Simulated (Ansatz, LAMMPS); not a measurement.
## Finding the fault: glassy 73SiO2-27K2O (mol %) (90 atoms)

Program: Ansatz 0.2.0. The cell: 22 Si, 16 K and 52 O.

input.yaml

```yaml
crystal:
  lattice:
    - [11.31878, 0.0, 0.0]
    - [0.0, 11.31878, 0.0]
    - [0.0, 0.0, 11.31878]
  atoms:
    - { symbol: Si, position: [0.83825, 0.66463, 0.02836] }
    - { symbol: Si, position: [0.94703, 0.23379, 0.3693] }
    - { symbol: Si, position: [0.98306, 0.90216, 0.81215] }
    - { symbol: Si, position: [0.72788, 0.12275, 0.44884] }
    - { symbol: Si, position: [0.08658, 0.07843, 0.19096] }
    - { symbol: Si, position: [0.21109, 0.57408, 0.0706] }
    - { symbol: Si, position: [0.78985, 0.54064, 0.56415] }
    - { symbol: Si, position: [0.18043, 0.78027, 0.41432] }
    - { symbol: Si, position: [0.75152, 0.93877, 0.2319] }
    - { symbol: Si, position: [0.90166, 0.64635, 0.77847] }
    - { symbol: Si, position: [0.54781, 0.09356, 0.65515] }
    - { symbol: Si, position: [0.4049, 0.25619, 0.4815] }
    - { symbol: Si, position: [0.99306, 0.81753, 0.20511] }
    - { symbol: Si, position: [0.56082, 0.4784, 0.44256] }
    - { symbol: Si, position: [0.89768, 0.07919, 0.01539] }
    - { symbol: Si, position: [0.32694, 0.57207, 0.31555] }
    - { symbol: Si, position: [0.34127, 0.60983, 0.82995] }
    - { symbol: Si, position: [0.22634, 0.8245, 0.94316] }
    [... 66 atom lines left out ...]
    - { symbol: O, position: [0.65888, 0.43285, 0.34959] }
    - { symbol: O, position: [0.9489, 0.73214, 0.10384] }
    - { symbol: O, position: [0.06136, 0.9383, 0.17599] }
    - { symbol: O, position: [0.14769, 0.71318, 0.54313] }
    - { symbol: O, position: [0.01606, 0.97829, 0.70375] }
    - { symbol: O, position: [0.7545, 0.76658, 0.99223] }
kpoints:
  mp_grid: { grid: [1, 1, 1] }
hamiltonian:
  xc: pbe
scf:
  occupations: { method: gaussian, width: 0.05 }
  eigensolver: { kind: { support_functions: { accuracy: medium, radius: 3.21 } } }
  max_iter: 150
output:
  forces: true
  eigenvalues: true
```

The run is started by

```
$ ansatz run input.yaml --threads 4 --pin off --max-ram 8192MiB --backend cpu --events-out ev --progress --plain --runs-dir out
```

The program printed:

```text
Warning: scf.eigensolver.kind.support_functions: disabling space-group detection — the functions' gradient is summed over unrotated k-points, so no spatial operation reduces the k-mesh or symmetrises the density; time reversal is kept, so that k and −k are solved as one point where they differ and the mesh holds both, and exact exchange and, on two spinor components, a DFT+U term hold to it where the run has them: [...]
Warning: basis.ecutwfc = 464 eV, auto-derived: no grid that the accuracy of the support functions lays serves the files at the lower one that their records recommend; a deck with other species or settings can derive another value
settings of this run that can trade accuracy for cost: scf.eigensolver.kind.support_functions [...]
Engine: ansatz 0.2.0, x86_64-unknown-linux-gnu
Pseudopotentials: kind: paw
Pseudopotential: Si, paw, valence charge 4, recommended cutoff 420 eV (normal), Si.paw.azcp
Pseudopotential: K, paw, valence charge 9, recommended cutoff 420 eV (normal), K.paw.azcp
Pseudopotential: O, paw, valence charge 6, recommended cutoff 420 eV (normal), O.paw.azcp
[... 5 lines on functional and potentials left out ...]
Error: SCF: the radius of support functions is under 3.60 Å, the least for these sites at the functions' level (scf.eigensolver.kind.support_functions.accuracy). Use scf.eigensolver.kind: auto, or type scf.eigensolver.kind.support_functions.radius at least as long, [...]
```

It took 5.3 s on 4 threads of AMD EPYC 7R43, shared host; peak memory 0.35 GiB.

What is at fault here, and what would mend it?

A radius under the least that the level allows: support_functions.radius = 3.21.

The fix is to use a longer radius.

The run ended with an error.

[Long decimals in the printed logs are rounded to 6 places.]

[Logs are printed without paths, hosts, clocks, repeated set-up lines and the standing remarks that a program may print on its own settings, such as how far it seeks lower states.]

[Hosts, paths, dates, database ids (printed as entryN), source tags and the programs' standing remarks are cut or masked in the printed files.]
